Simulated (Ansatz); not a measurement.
# Te on Al(110): change of the work function, part 6 of 6

Wanted: Δφ(θ) for Te/Al(110), starting from the hollow site.

Ansatz 0.2.0; plane-wave DFT, PBE, Ansatz PAW.

So far, work function, upper face (eV): step 2 (the clean slab) 3.99; step 6 (the covered slab, k-mesh 8×10×1, coverage 1 ML) 4.40; step 8 (the slab at 0.25 ML, atoms frozen) 4.34; step 9 (the substrate of the 0.25 ML cell alone) 4.01; step 10 (the adsorbate layer of the 0.25 ML cell alone) 5.27.

**13. The same run with other settings**

System of this step: Al(110). The cell holds 5 atoms: 5 Al. Cell: a = 4.050 Å, b = 2.864 Å, c = 23.728 Å, α = 90.0°, β = 90.0°, γ = 90.0°. Vacuum lies along c.

Another changed input: it repeats the earlier run at 0 ML with efield.dipole_correction from true to false and efield.amplitude to 0.1.

File input.yaml:

```yaml
crystal:
  lattice:
    - [4.05, 0.0, 0.0]
    - [0.0, 2.8637824638, 0.0]
    - [0.0, 0.0, 23.7275649276]
  atoms:
    - { symbol: Al, position: [0.0, 0.0, 0.3793056737] }
    - { symbol: Al, position: [0.5, 0.5, 0.4396528368] }
    - { symbol: Al, position: [0.0, 0.0, 0.5] }
    - { symbol: Al, position: [0.5, 0.5, 0.5603471632] }
    - { symbol: Al, position: [0.0, 0.0, 0.6206943263] }
kpoints:
  mp_grid: { grid: [8, 10, 1] }
hamiltonian:
  xc: pbe
scf:
  occupations: { method: fermi_dirac, width: 0.1 }
  convergence: { dr2_threshold: 1.0e-08 }
efield:
  axis: 3
  dipole_correction: false
  ramp_position: 0.97
  ramp_width: 0.06
  amplitude: 0.1
relax:
  f_tol: 0.02
  max_steps: 60
  constraints: [{ sites: [0, 1] }]
output:
  write_potential: true
  write_density: true
  volumetric_format: npy
```

Started as:

```sh
ansatz run input.yaml --threads 4 --pin off --max-ram 6144MiB --backend cpu --events-out ev --progress --plain --runs-dir out
```

Numbers of over 12 decimals in the logs are rounded to 6 here.

What it wrote:

```text
[...]
Crystal: 5 atoms, lattice volume = 275.200 Å³
Basis set: ecut = 420 eV, 5383 PW (Γ), exchange–correlation on 60×40×320 points (8 copies of the dense FFT grid, shifted against one another)
Bands: 13, of which v1, the nominal top of the filled ones, is band 8 counted from 1 (7 counted from 0)
Symmetry: 4 space group operations
k-points: 30 of 80
[...]
SCF iter   1: F=—  HF=-2686.194681 eV  |F-HF|=—  |Δ(HF+E_count)|=         —  Δρ=3.61e-3  dr2=1.57e0  ethr=1.77e-3  p=0.000 e·Å  V_vac-E_F(+/−)=4.98/2.82 eV  ⟨swp⟩=8.8  Hψ=3220  notcnv=0
[...]
SCF iter   7: F=-2686.125587 eV  HF=-2686.125587 eV  |F-HF|=2.58e-8  |Δ(HF+E_count)|=   1.01e-7  Δρ=1.07e-6  dr2=5.96e-9  ethr=6.67e-11  p=0.092 e·Å  V_vac-E_F(+/−)=4.96/2.93 eV  ⟨swp⟩=10.3  Hψ=2762  notcnv=0
SCF 1 converged in 7 iterations: F = -2686.125587 eV  dr2 = 5.96e-9
[...]
relax step   1: F+E_penalty+E_count = -2686.12558705 eV  Δ(F+E_penalty+E_count) = +0.000e0 eV  max|allowed force component| = 2.204e-1 eV/Å  Δτ_max = 0.0000 Å  (7 SCF iters, accepted)
[...]
SCF iter   7: F=-2686.136850 eV  HF=-2686.136850 eV  |F-HF|=2.68e-9  |Δ(HF+E_count)|=   3.27e-8  Δρ=2.62e-7  dr2=2.68e-10  ethr=3.67e-11  p=0.090 e·Å  V_vac-E_F(+/−)=4.98/2.94 eV  ⟨swp⟩=9.1  Hψ=2420  notcnv=0
SCF 2 converged in 7 iterations: F = -2686.136850 eV  dr2 = 2.68e-10
[...]
relax step   2: F+E_penalty+E_count = -2686.13684969 eV  Δ(F+E_penalty+E_count) = -1.126e-2 eV  max|allowed force component| = 5.109e-2 eV/Å  Δτ_max = 0.0957 Å  (7 SCF iters, accepted)
SCF iter   1: F=—  HF=-2686.137237 eV  |F-HF|=—  |Δ(HF+E_count)|=         —  Δρ=2.19e-4  dr2=6.58e-4  ethr=1.60e-5  p=0.090 e·Å  V_vac-E_F(+/−)=4.98/2.94 eV  ⟨swp⟩=2.0  Hψ=1259  notcnv=0
[...]
SCF iter   5: F=-2686.137224 eV  HF=-2686.137224 eV  |F-HF|=1.74e-8  |Δ(HF+E_count)|=   7.82e-8  Δρ=1.20e-6  dr2=5.85e-9  ethr=6.67e-11  p=0.090 e·Å  V_vac-E_F(+/−)=4.98/2.94 eV  ⟨swp⟩=8.3  Hψ=2930  notcnv=0
SCF 3 converged in 5 iterations: F = -2686.137224 eV  dr2 = 5.85e-9
relax step   3: F+E_penalty+E_count = -2686.13722428 eV  Δ(F+E_penalty+E_count) = -3.746e-4 eV  max|allowed force component| = 1.163e-2 eV/Å  Δτ_max = 0.0136 Å  (5 SCF iters, accepted)
[...]
SCF converged after 5 iterations
Free energy (F): -2686.137224 eV
[...]
Internal energy: -2686.059757 eV  (E = F + TS)
E sigma→0 (E₀):  -2686.098491 eV
Entropy (-TS):   -0.077467 eV (-15.493 meV/atom)
Fermi energy:    -0.331177 eV
Dipole field:    D = 0.059280 V/Å  (p = 0.090157 e·Å, saw-weighted)
Work function:   not extracted (applied field tilts the vacuum); planar V_es + V_field profile in the machine report
[...]
--- Forces (eV/Å), atoms counted from 1 ---
  atom   1  Al     0.00000000     0.00000000     0.17206417
  atom   2  Al     0.00000000     0.00000000    -0.17265564
  atom   3  Al     0.00000000     0.00000000     0.01162634
  atom   4  Al     0.00000000     0.00000000    -0.00806823
  atom   5  Al     0.00000000     0.00000000    -0.00295224
  max |Σ_I F_I| component: 1.44e-5 eV/Å
--- Band table (eV; the first three rows and the last of 30) ---
  k-point 0: bands = [... 4 lower, -2.8207, -1.4381, -1.2220, -1.0893, 0.3417, 1.3653, 1.6874, 2.8966, ... 1 higher]
  k-point 1: bands = [... 4 lower, -2.6558, -1.2708, -1.0571, -0.9274, 0.5070, 1.5304, 1.8316, 2.8538, ... 1 higher]
  k-point 2: bands = [... 4 lower, -2.1608, -0.8786, -0.5626, -0.4891, 0.4426, 0.9337, 1.7283, 2.0254, ... 1 higher]
  k-point 29: bands = [... 4 lower, -3.0387, -3.0180, -2.8479, -1.7397, -1.1033, -0.0261, 0.3345, 0.4980, ... 1 higher]
--- Relaxed structure (3 steps of the walk, 3 accepted, 0 SCFs on fresh bases) ---
  F+E_penalty+E_count = -2686.13722428 eV   max|allowed force component| = 1.163e-2 eV/Å
  atoms:
    - { symbol: Al, position: [0.0, 0.0, 0.3793056737] }
    - { symbol: Al, position: [0.5, 0.5, 0.4396528368] }
    - { symbol: Al, position: [0.0, 0.0, 0.498761] }
    - { symbol: Al, position: [0.5, 0.5, 0.560992] }
    - { symbol: Al, position: [0.0, 0.0, 0.616800] }
```

The job ended after 5.2 s (4 threads of Intel Xeon 6975P-C (Granite Rapids), shared host; peak memory 0.57 GiB; 19 s of CPU time).

```
                     quantity  this run  earlier run  difference
dipole along the normal (e·Å)   0.09016     -1.76e-4       0.090
```

The applied field differs between the two, so the dipoles differ in any case.

With the dipole correction off, the periodic images add a field of their own to the typed one.

These numbers are not those of the isolated slab.

**14. Summary of results**

```
work function of the clean face                                                           : 3.99 eV
work function at 0.11 ML                                                                  : 4.21 eV
work function at 0.25 ML                                                                  : 4.34 eV
work function at 0.5 ML                                                                   : 4.53 eV
work function at 1 ML                                                                     : 4.40 eV
dipole per adsorbate at 0.11 ML, positive end outwards                                    : -0.40 D
step of the potential from the moved charge at 0.25 ML, upper less lower side, atoms held : 0.216 eV
```

What this shows: Te raises the work function of Al(110) at the lowest coverage, by 0.21 eV: the adsorbate layer has its negative end outwards. The dipole per adsorbate falls from 0.40 to 0.09 D as the layer fills. Neighbouring dipoles depolarise each other, and heights and bonding change with coverage too. At the highest coverage the adsorbates are pressed to about 2.9 Å, closer than unbonded atoms of this kind usually come, so a real layer may not reach it. The slab has 5 layers, at the tabulated experimental lattice constant, one starting site was run, and quantum-size effects of a slab this thin can reach one or two tenths of an eV.

[Logs are printed without paths, hosts, clocks, repeated set-up lines and the standing remarks that a program may print on its own settings, such as how far it seeks lower states.]

[Hosts, paths, dates, database ids (printed as entryN), source tags and the programs' standing remarks are cut or masked in the printed files.]

[Maps of the electrostatic potential energy from Ansatz leave out the sawtooth potential of an applied field or a dipole correction, so their vacuum need not be flat; planar profiles and work functions include it.]
